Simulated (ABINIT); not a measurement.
# A GW chain in ABINIT: LiNbO3 (R3c), part 2 of 3

How does a plane-wave GW calculation on LiNbO3 (R3c) run from the first input to the gap?

ABINIT 10.8.3; PBE and many-body steps on it, plane waves. Known limits of the many-body steps: not at the basis limit; no spin-orbit coupling; coarse k mesh.

So far. Step 2 (Ground state): The gap is indirect, with the least direct gap 0.002 eV higher.

**3. Bands along the symmetry lines**

Level of this step: DFT, PBE, plane waves, norm-conserving pseudopotentials (ABINIT).

The cheap functional maps the bands first; the places of the edges decide which points the dearer methods must see.

run.abi

```
acell 3*1.0 Angstrom
rprim 
  2.575800000019 1.487138823389 4.623000000000
  -2.575800000018 1.487138823389 4.623000000000
  0.000000000000 -2.974277646779 4.623000000000
ntypat 3
znucl 3 41 8
natom 10
typat 1 1 2 2 3 3 3 3 3 3
xred 
  0.281500000000 0.281500000000 0.281500000000
  0.781500000000 0.781500000000 0.781500000000
  0.000055000000 0.000055000000 0.000055000000
  0.500055000000 0.500055000000 0.500055000000
  0.112310000000 0.358360000000 0.719590000000
  0.719590000000 0.112310000000 0.358360000000
  0.358360000000 0.719590000000 0.112310000000
  0.219590000000 0.858360000000 0.612310000000
  0.858360000000 0.612310000000 0.219590000000
  0.612310000000 0.219590000000 0.858360000000
pp_dirpath "pseudos"
pseudos "Li.upf, Nb.upf, O.upf"
ecut 37
iscf -2
irdden 1
kptopt 0
nkpt 31
kpt 
  0.00000000 0.00000000 0.00000000
  -0.12500000 -0.12500000 -0.12500000
  -0.25000000 -0.25000000 -0.25000000
  -0.37500000 -0.37500000 -0.37500000
  -0.50000000 -0.50000000 -0.50000000
  -0.50000000 -0.43391329 -0.56608671
  -0.50000000 -0.36782657 -0.63217342
  -0.50000000 -0.30173986 -0.69826014
  -0.50000000 -0.23565315 -0.76434685
  -0.23565315 0.23565315 -0.50000000
  -0.17673986 0.17673986 -0.50000000
  -0.11782658 0.11782658 -0.50000000
  -0.05891329 0.05891329 -0.50000000
  0.00000000 0.00000000 -0.50000000
  0.00000000 0.00000000 -0.37500000
  0.00000000 0.00000000 -0.25000000
  0.00000000 0.00000000 -0.12500000
  0.00000000 0.00000000 0.00000000
  0.00000000 0.09195664 -0.09195664
  0.00000000 0.18391329 -0.18391329
  0.00000000 0.27586993 -0.27586993
  0.00000000 0.36782657 -0.36782657
  -0.36782657 0.00000000 -0.63217343
  -0.40086993 0.00000000 -0.59913007
  -0.43391329 0.00000000 -0.56608671
  -0.46695664 0.00000000 -0.53304336
  -0.50000000 0.00000000 -0.50000000
  -0.37500000 0.00000000 -0.37500000
  -0.25000000 0.00000000 -0.25000000
  -0.12500000 0.00000000 -0.12500000
  0.00000000 0.00000000 0.00000000
istwfk *1
nband 48
nbdbuf 9
tolwfr 1e-07
nstep 50
prtwf 0
prtvol 0
indata_prefix "in"
outdata_prefix "out"
tmpdata_prefix "tmp"
```

Launch:

```sh
$ OMP_NUM_THREADS=1 mpirun -n 4 abinit run.abi > log
```

Numbers of over 12 decimals in the logs are rounded to 6 here.

What it wrote:

```text
.Version 10.8.3 of ABINIT. v10.8.2 released Aug 2026.

 Symmetries : space group R3 c (#161); Bravais hR (rhombohedral)
[... echo of the input left out ...]
== DATASET  1 ==================================================================
-   mpi_nproc: 4, omp_nthreads: 1 (-1 if OMP is not activated)

--- !DatasetInfo
iteration_state: {dtset: 1, }
dimensions: {natom: 10, nkpt: 31, mband: 48, nsppol: 1, nspinor: 1, nspden: 1, mpw: 7739, }
cutoff_energies: {ecut:  37.0, pawecutdg:  -1.0, }
electrons: {nelect:   6.80000000E+01, charge:   0.00000000E+00, occopt:   1.00000000E+00, tsmear:   1.00000000E-02, }

 Real(R)+Recip(G) space primitive vectors, cartesian coordinates (Bohr,Bohr^-1):
 R(1)=  4.8675566  2.8102851  8.7362039  G(1)=  0.1027209  0.0593060  0.0381554
 R(2)= -4.8675566  2.8102851  8.7362039  G(2)= -0.1027209  0.0593060  0.0381554
 R(3)=  0.0000000 -5.6205702  8.7362039  G(3)=  0.0000000 -0.1186119  0.0381554
 Unit cell volume ucvol=  7.1702681E+02 bohr^3
 Angles (23,13,12)=  5.58832370E+01  5.58832370E+01  5.58832370E+01 degrees

 getcut: wavevector=  0.0000  0.0000  0.0000  ngfft=  60  60  60
         ecut(hartree)=     37.000   => boxcut(ratio)=   2.10943

--- Pseudopotential description ------------------------------------------------
- Li Generated using ONCVPSP code by D. R. Hamann
-  3.00000   3.00000  171031                  znucl, zion, pspdat
12 -101130 1 -1 1944                          pspcod,pspxc,lmax,lloc,mmax
     nproj     2     2     0
  pspatm : epsatm=    2.74360059
         --- l  ekb(1:nproj) -->
             0   -4.951544   -1.544797
             1   -2.250661   -0.474685
 pspatm: atomic psp has been read  and splines computed

- Nb Generated using ONCVPSP code by D. R. Hamann
- 41.00000  13.00000  171031                  znucl, zion, pspdat
12 -101130 2 -1 1680                          pspcod,pspxc,lmax,lloc,mmax
     nproj     2     2     2
  pspatm : epsatm=   15.70506314
         --- l  ekb(1:nproj) -->
             0   12.947070    1.341137
[...]
pspatm: atomic psp has been read  and splines computed

- O Generated using ONCVPSP code by D. R. Hamann
-  8.00000   6.00000  171031                  znucl, zion, pspdat
12 -101130 2 -1 936                           pspcod,pspxc,lmax,lloc,mmax
     nproj     2     2     1
  pspatm : epsatm=    6.19545534
         --- l  ekb(1:nproj) -->
[...]
2   -1.331955
 pspatm: atomic psp has been read  and splines computed

--------------------------------------------------------------------------------

================================================================================
 prteigrs : about to open file out_EIG
 Non-SCF case, kpt    1 (  0.00000  0.00000  0.00000), residuals and eigenvalues=
  4.65E-08  3.62E-08  8.23E-08  3.09E-08  1.80E-08  6.51E-08  2.62E-08  1.95E-08
[...]
4.4848E-01  5.3259E-01  5.3272E-01  5.4920E-01  6.3945E-01  6.4808E-01

--- !ResultsGS
iteration_state: {dtset: 1, }
comment   : Summary of ground state results
lattice_vectors:
- [  4.8675566,   2.8102851,   8.7362039, ]
- [ -4.8675566,   2.8102851,   8.7362039, ]
- [  0.0000000,  -5.6205702,   8.7362039, ]
lattice_lengths: [  10.38807,   10.38807,   10.38807, ]
lattice_angles: [ 55.883,  55.883,  55.883, ] # degrees, (23, 13, 12)
lattice_volume:   7.1702681E+02
convergence: {deltae:  0.000E+00, res2:  0.000E+00, residm:  9.962E-08, diffor:  0.000E+00, }
etotal    :  -2.38672265E+02
entropy   :   0.00000000E+00
fermie    :   1.64459932E-01
cartesian_stress_tensor: null
pressure_GPa: null
xred      :
- [  2.8150E-01,   2.8150E-01,   2.8150E-01, Li]
- [  7.8150E-01,   7.8150E-01,   7.8150E-01, Li]
- [  5.5000E-05,   5.5000E-05,   5.5000E-05, Nb]
- [  5.0006E-01,   5.0005E-01,   5.0005E-01, Nb]
- [  1.1231E-01,   3.5836E-01,   7.1959E-01,  O]
- [  7.1959E-01,   1.1231E-01,   3.5836E-01,  O]
- [  3.5836E-01,   7.1959E-01,   1.1231E-01,  O]
- [  2.1959E-01,   8.5836E-01,   6.1231E-01,  O]
- [  8.5836E-01,   6.1231E-01,   2.1959E-01,  O]
- [  6.1231E-01,   2.1959E-01,   8.5836E-01,  O]
cartesian_forces: null
force_length_stats: {min: null, max: null, mean: null, }

 Integrated electronic density in atomic spheres:
 ------------------------------------------------
 Atom  Sphere_radius  Integrated_density
[...]
================================================================================

 ----iterations are completed or convergence reached----

 Mean square residual over all n,k,spin=   49.510E-09; max=  99.620E-09
 reduced coordinates (array xred) for   10 atoms
[...]
0.858360000000      0.612310000000      0.219590000000
       0.612310000000      0.219590000000      0.858360000000

 cartesian coordinates (angstrom) at end:
    1      2.8e-13    -2.8e-13     3.904123
    2      7.8e-13    -7.8e-13    10.838624
    3      0.000000    -0.000000     0.000762795
[...]
9      0.633776     1.533969     7.814072
   10      1.011568    -1.315850     7.814072
 length scales=  1.889726125908  1.889726125908  1.889726125908 bohr
              =  1.000000000000  1.000000000000  1.000000000000 angstroms
 prteigrs : about to open file out_EIG
 Eigenvalues (hartree) for nkpt=  31  k points:
 kpt#   1, nband= 48, wtk=  1.00000, kpt=  0.0000  0.0000  0.0000 (reduced coord)
[...]
kpt#   2, nband= 48, wtk=  1.00000, kpt= -0.1250 -0.1250 -0.1250 (reduced coord)
[...]
kpt#   3, nband= 48, wtk=  1.00000, kpt= -0.2500 -0.2500 -0.2500 (reduced coord)
[...]
kpt#  30, nband= 48, wtk=  1.00000, kpt= -0.1250  0.0000 -0.1250 (reduced coord)
[...]
kpt#  31, nband= 48, wtk=  1.00000, kpt=  0.0000  0.0000  0.0000 (reduced coord)
[...]
0.16446    0.16446    0.29743    0.29743    0.31460    0.35543    0.35543    0.36172
   0.43395    0.44848    0.44848    0.53259    0.53272    0.54920    0.63945    0.64808

== END DATASET(S) ==============================================================
================================================================================

 -outvars: echo values of variables after computation  --------
            nband          48
             nkpt          31
          spgroup         161
 [... the other variables as echoed above ...]

 Calculation completed.
```

Wall time 65 s (4 MPI ranks of Arm Neoverse V1, shared host); peak memory 0.51 GiB.

This step gave:

- gap: 3.585 eV
- k of the valence top: -0.125, -0.125, -0.125
- k of the conduction bottom: -0.125, 0, -0.125
- least direct gap: 3.618 eV

The gap is 3.585 eV, −0.031 eV from the run before at this level.

Electronic bands along the path, in eV, zero at the top of the highest filled band:

```
     point  band 31  band 32  band 33  band 34  band 35  band 36  band 37  band 38
         Γ    -0.70    -0.48    -0.01    -0.01     3.61     3.61     4.08     5.19
   halfway    -0.62    -0.42    -0.03    -0.03     4.03     4.03     4.24     5.13
         T    -0.32    -0.32    -0.32    -0.32     4.66     4.66     4.86     4.86
   halfway    -0.57    -0.57    -0.26    -0.26     4.32     4.32     4.81     4.81
        H2    -0.58    -0.58    -0.26    -0.26     3.93     3.93     4.77     4.77
jump to H0    -0.58    -0.58    -0.26    -0.26     3.93     3.93     4.77     4.77
   halfway    -0.47    -0.47    -0.18    -0.18     3.82     3.82     4.78     4.78
         L    -0.30    -0.30    -0.22    -0.22     3.91     3.91     4.74     4.74
   halfway    -0.47    -0.41    -0.21    -0.08     3.66     3.77     4.21     4.92
         Γ    -0.70    -0.48    -0.01    -0.01     3.61     3.61     4.08     5.19
   halfway    -0.50    -0.34    -0.29    -0.06     3.70     3.97     4.21     4.74
        S0    -0.71    -0.50    -0.40    -0.11     3.59     4.11     4.70     4.78
jump to S2    -0.71    -0.50    -0.40    -0.11     3.59     4.11     4.70     4.78
   halfway    -0.72    -0.60    -0.43    -0.15     3.62     4.16     4.63     4.76
         F    -0.71    -0.65    -0.48    -0.19     3.70     4.18     4.63     4.68
   halfway    -0.70    -0.37    -0.30    -0.09     3.67     4.15     4.26     4.72
         Γ    -0.70    -0.48    -0.01    -0.01     3.61     3.61     4.08     5.19
```

**4. Empty states on the mesh, 2×2×2 mesh, 220 bands**

The sums over transitions need many empty states on a uniform mesh; this step solves for them.

run.abi

```
acell 3*1.0 Angstrom
rprim 
  2.575800000019 1.487138823389 4.623000000000
  -2.575800000018 1.487138823389 4.623000000000
  0.000000000000 -2.974277646779 4.623000000000
ntypat 3
znucl 3 41 8
natom 10
typat 1 1 2 2 3 3 3 3 3 3
xred 
  0.281500000000 0.281500000000 0.281500000000
  0.781500000000 0.781500000000 0.781500000000
  0.000055000000 0.000055000000 0.000055000000
  0.500055000000 0.500055000000 0.500055000000
  0.112310000000 0.358360000000 0.719590000000
  0.719590000000 0.112310000000 0.358360000000
  0.358360000000 0.719590000000 0.112310000000
  0.219590000000 0.858360000000 0.612310000000
  0.858360000000 0.612310000000 0.219590000000
  0.612310000000 0.219590000000 0.858360000000
pp_dirpath "pseudos"
pseudos "Li.upf, Nb.upf, O.upf"
ecut 37
ngkpt 2 2 2
nshiftk 1
shiftk 0 0 0
kptopt 1
chksymbreak 0
iscf -2
irdden 1
istwfk *1
nband 220
nbdbuf 20
tolwfr 1e-09
nstep 60
prtvol 0
indata_prefix "in"
outdata_prefix "out"
tmpdata_prefix "tmp"
```

What it wrote:

```text
.Version 10.8.3 of ABINIT. v10.8.2 released Aug 2026.

 Symmetries : space group R3 c (#161); Bravais hR (rhombohedral)
[... echo of the input left out ...]
== DATASET  1 ==================================================================
-   mpi_nproc: 4, omp_nthreads: 1 (-1 if OMP is not activated)

--- !DatasetInfo
iteration_state: {dtset: 1, }
dimensions: {natom: 10, nkpt: 4, mband: 220, nsppol: 1, nspinor: 1, nspden: 1, mpw: 7739, }
cutoff_energies: {ecut:  37.0, pawecutdg:  -1.0, }
electrons: {nelect:   6.80000000E+01, charge:   0.00000000E+00, occopt:   1.00000000E+00, tsmear:   1.00000000E-02, }

 Real(R)+Recip(G) space primitive vectors, cartesian coordinates (Bohr,Bohr^-1):
 R(1)=  4.8675566  2.8102851  8.7362039  G(1)=  0.1027209  0.0593060  0.0381554
 R(2)= -4.8675566  2.8102851  8.7362039  G(2)= -0.1027209  0.0593060  0.0381554
 R(3)=  0.0000000 -5.6205702  8.7362039  G(3)=  0.0000000 -0.1186119  0.0381554
 Unit cell volume ucvol=  7.1702681E+02 bohr^3
 Angles (23,13,12)=  5.58832370E+01  5.58832370E+01  5.58832370E+01 degrees

 getcut: wavevector=  0.0000  0.0000  0.0000  ngfft=  60  60  60
         ecut(hartree)=     37.000   => boxcut(ratio)=   2.10943

--- Pseudopotential description ------------------------------------------------
- Li Generated using ONCVPSP code by D. R. Hamann
-  3.00000   3.00000  171031                  znucl, zion, pspdat
12 -101130 1 -1 1944                          pspcod,pspxc,lmax,lloc,mmax
     nproj     2     2     0
  pspatm : epsatm=    2.74360059
         --- l  ekb(1:nproj) -->
             0   -4.951544   -1.544797
             1   -2.250661   -0.474685
 pspatm: atomic psp has been read  and splines computed

- Nb Generated using ONCVPSP code by D. R. Hamann
- 41.00000  13.00000  171031                  znucl, zion, pspdat
12 -101130 2 -1 1680                          pspcod,pspxc,lmax,lloc,mmax
     nproj     2     2     2
  pspatm : epsatm=   15.70506314
         --- l  ekb(1:nproj) -->
             0   12.947070    1.341137
[...]
pspatm: atomic psp has been read  and splines computed

- O Generated using ONCVPSP code by D. R. Hamann
-  8.00000   6.00000  171031                  znucl, zion, pspdat
12 -101130 2 -1 936                           pspcod,pspxc,lmax,lloc,mmax
     nproj     2     2     1
  pspatm : epsatm=    6.19545534
         --- l  ekb(1:nproj) -->
[...]
2   -1.331955
 pspatm: atomic psp has been read  and splines computed

--------------------------------------------------------------------------------

================================================================================
 prteigrs : about to open file out_EIG
 Non-SCF case, kpt    1 (  0.00000  0.00000  0.00000), residuals and eigenvalues=
  2.13E-10  2.91E-10  2.73E-10  3.29E-10  1.24E-10  2.31E-10  1.48E-10  1.65E-10
[...]
3.49E-05  1.01E-04  9.60E-05  1.69E-03
 -1.8242E+00 -1.8236E+00 -1.3995E+00 -1.3994E+00 -9.5452E-01 -9.5452E-01
 -9.5152E-01 -9.4868E-01 -9.4868E-01 -9.4466E-01 -4.5643E-01 -4.3193E-01
 -4.3193E-01 -3.9871E-01 -3.9077E-01 -3.9077E-01  2.1452E-03  2.1452E-03
[...]
2.8217E+00  2.8749E+00  2.8816E+00  2.8816E+00  2.8836E+00  2.8912E+00
  2.8955E+00  2.8955E+00  2.9236E+00  2.9247E+00  2.9247E+00  2.9559E+00
  2.9621E+00  2.9624E+00  2.9914E+00  3.0101E+00
 prteigrs : prtvol=0 or 1, do not print more k-points.

--- !ResultsGS
iteration_state: {dtset: 1, }
comment   : Summary of ground state results
lattice_vectors:
- [  4.8675566,   2.8102851,   8.7362039, ]
- [ -4.8675566,   2.8102851,   8.7362039, ]
- [  0.0000000,  -5.6205702,   8.7362039, ]
lattice_lengths: [  10.38807,   10.38807,   10.38807, ]
lattice_angles: [ 55.883,  55.883,  55.883, ] # degrees, (23, 13, 12)
lattice_volume:   7.1702681E+02
convergence: {deltae:  0.000E+00, res2:  0.000E+00, residm:  9.971E-10, diffor:  0.000E+00, }
etotal    :  -2.38672265E+02
entropy   :   0.00000000E+00
fermie    :   1.64459932E-01
cartesian_stress_tensor: null
pressure_GPa: null
xred      :
- [  2.8150E-01,   2.8150E-01,   2.8150E-01, Li]
- [  7.8150E-01,   7.8150E-01,   7.8150E-01, Li]
- [  5.5000E-05,   5.5000E-05,   5.5000E-05, Nb]
- [  5.0006E-01,   5.0005E-01,   5.0005E-01, Nb]
- [  1.1231E-01,   3.5836E-01,   7.1959E-01,  O]
- [  7.1959E-01,   1.1231E-01,   3.5836E-01,  O]
- [  3.5836E-01,   7.1959E-01,   1.1231E-01,  O]
- [  2.1959E-01,   8.5836E-01,   6.1231E-01,  O]
- [  8.5836E-01,   6.1231E-01,   2.1959E-01,  O]
- [  6.1231E-01,   2.1959E-01,   8.5836E-01,  O]
cartesian_forces: null
force_length_stats: {min: null, max: null, mean: null, }

 Integrated electronic density in atomic spheres:
 ------------------------------------------------
 Atom  Sphere_radius  Integrated_density
[...]
================================================================================

 ----iterations are completed or convergence reached----

 Mean square residual over all n,k,spin=   32.766E-11; max=  99.714E-11
 reduced coordinates (array xred) for   10 atoms
[...]
0.858360000000      0.612310000000      0.219590000000
       0.612310000000      0.219590000000      0.858360000000

 cartesian coordinates (angstrom) at end:
    1      2.8e-13    -2.8e-13     3.904123
[...]
10      1.011568    -1.315850     7.814072
 length scales=  1.889726125908  1.889726125908  1.889726125908 bohr
              =  1.000000000000  1.000000000000  1.000000000000 angstroms
 prteigrs : about to open file out_EIG
 Eigenvalues (hartree) for nkpt=   4  k points:
 kpt#   1, nband=220, wtk=  0.12500, kpt=  0.0000  0.0000  0.0000 (reduced coord)
[...]
2.78568    2.79285    2.79285    2.82170    2.82170    2.87487    2.88160    2.88160
   2.88362    2.89122    2.89554    2.89554    2.92358    2.92469    2.92471    2.95594
   2.96215    2.96240    2.99144    3.01014
 prteigrs : prtvol=0 or 1, do not print more k-points.

== END DATASET(S) ==============================================================
================================================================================

 -outvars: echo values of variables after computation  --------
            nband         220
             nkpt           4
          spgroup         161
 [... the other variables as echoed above ...]

 Calculation completed.
```

Elapsed: 89 s, on 4 MPI ranks; peak memory 0.51 GiB; 5.9 min of CPU time.

This step gave:

* gap: 3.618 eV
* k of the valence top: 0, 0, 0
* k of the conduction bottom: 0, 0, 0
* least direct gap: 3.618 eV
* k points computed: 4
* lowest point of the top converged band, above the valence top: 69.9991 eV

On this mesh the gap is 3.618 eV.

**5. Screening, 2×2×2 mesh, 200 bands, screening to 106.1 eV**

The RPA dielectric matrix is built and inverted for each q.

This step: RPA screening on PBE, plane waves, norm-conserving pseudopotentials.

Edit run.abi of step 4 so:

```diff
@@ -28,10 +28,11 @@
 chksymbreak 0
-iscf -2
-irdden 1
 istwfk *1
-nband 220
-nbdbuf 20
-tolwfr 1e-09
-nstep 60
-prtvol 0
+occopt 1
+irdwfk 1
+optdriver 3
+nband 200
+ecuteps 3.9
+inclvkb 2
+awtr 1
+symchi 1
 indata_prefix "in"
```

What it wrote:

```text
.Version 10.8.3 of ABINIT. v10.8.2 released Aug 2026.

 Symmetries : space group R3 c (#161); Bravais hR (rhombohedral)
[... echo of the input left out ...]
== DATASET  1 ==================================================================
-   mpi_nproc: 4, omp_nthreads: 1 (-1 if OMP is not activated)

--- !DatasetInfo
iteration_state: {dtset: 1, }
dimensions: {natom: 10, nkpt: 4, mband: 200, nsppol: 1, nspinor: 1, nspden: 1, mpw: 7739, }
cutoff_energies: {ecut:  37.0, pawecutdg:  -1.0, }
electrons: {nelect:   6.80000000E+01, charge:   0.00000000E+00, occopt:   1.00000000E+00, tsmear:   1.00000000E-02, }

 SCREENING: Calculation of the susceptibility and dielectric matrices

 Based on a program developped by R.W. Godby, V. Olevano, G. Onida, and L. Reining.
 Incorporated in ABINIT by V. Olevano, G.-M. Rignanese, and M. Torrent.
.Using double precision arithmetic ; gwpc =  8

[... cell and pseudopotentials left out ...]
--------------------------------------------------------------------------------

 ==== K-mesh for the wavefunctions ====
 Number of points in the irreducible wedge :     4
[... list of points left out ...]
 Together with  6 symmetry operations and time-reversal symmetry
 yields     8 points in the full Brillouin Zone.

 ==== Q-mesh for the screening function ====
 Number of points in the irreducible wedge :     4
[... list of points left out ...]
 Together with  6 symmetry operations and time-reversal symmetry
 yields     8 points in the full Brillouin Zone.

 setmesh: FFT mesh size selected  =    40x   40x   40
          total number of points  =        64000

 vcoul_init : cutoff-mode = AUXILIARY_FUNCTION
 q-points for optical limit:   1
     1)      0.000010    0.000020    0.000030

- screening: taking advantage of time-reversal symmetry
- Maximum band index for partially occupied states nbvw = 34
- Remaining bands to be divided among processors   nbcw = 166
- Number of bands treated by each node ~41

 Number of electrons calculated from density =   68.0000; Expected =   68.0000
 average of density, n =  0.094836
 r_s =    1.3603
 omega_plasma =   29.7059 [eV]

 calculating chi0 at frequencies [eV] :
  1    0.000000E+00    0.000000E+00
  2    0.000000E+00    2.970588E+01

--------------------------------------------------------------------------------
  q-point number  1        q = ( 0.000000, 0.000000, 0.000000) [r.l.u.]
--------------------------------------------------------------------------------
[... chi0 elements left out ...]
 For q-point:  0.000010 0.000020 0.000030
  dielectric constant =   5.1954
  dielectric constant without local fields =   5.7991

  Average fulfillment of the sum rule on Im[epsilon] for q-point    1 :     67.32  [%]
[... wings left out ...]
  q-point number  2        q = ( 0.500000, 0.000000, 0.000000) [r.l.u.]
--------------------------------------------------------------------------------
[... chi0 elements left out ...]
  Average fulfillment of the sum rule on Im[epsilon] for q-point    2 :     72.05  [%]

 [... 2 further q-points ...]
```

Run time: 74 s. Hardware: 4 MPI ranks; peak memory 1.9 GiB.

Numbers from this step:

```yaml
eps_infinity_with_local_fields_on_this_mesh_along_the_program_s_q_direction: 5.195
the_same_without_local_fields: 5.799
plasma_frequency: 29.71 eV
plane_waves_in_the_screening_matrix: 277
```

Local fields lower ε∞ by 10 %. On a Γ-centred mesh this coarse the value itself is usually too large, while a short band sum pulls it down.

(Continued in part 3 of 3.)

[Paths, hosts, dates, memory and timing lines, banners, echoed tables and standing remarks are left out of the program output.]

[Logs are printed without paths, hosts, clocks, repeated set-up lines and the standing remarks that a program may print on its own settings, such as how far it seeks lower states.]

[Runs of the session that timed out or met a known fault of the program may be left out.]

[Hosts, paths, dates, database ids (printed as entryN), source tags and the programs' standing remarks are cut or masked in the printed files.]

[G0W0 gaps are taken among the corrected bands and points alone; a level outside them can change the order at an edge.]

[Where Ansatz stands beside ABINIT at settings called matched, ABINIT's density can come from a denser mesh and the files from another edition; pairs whose starting gaps differed by over 0.03 eV were left out, so agreement reads better than it is.]
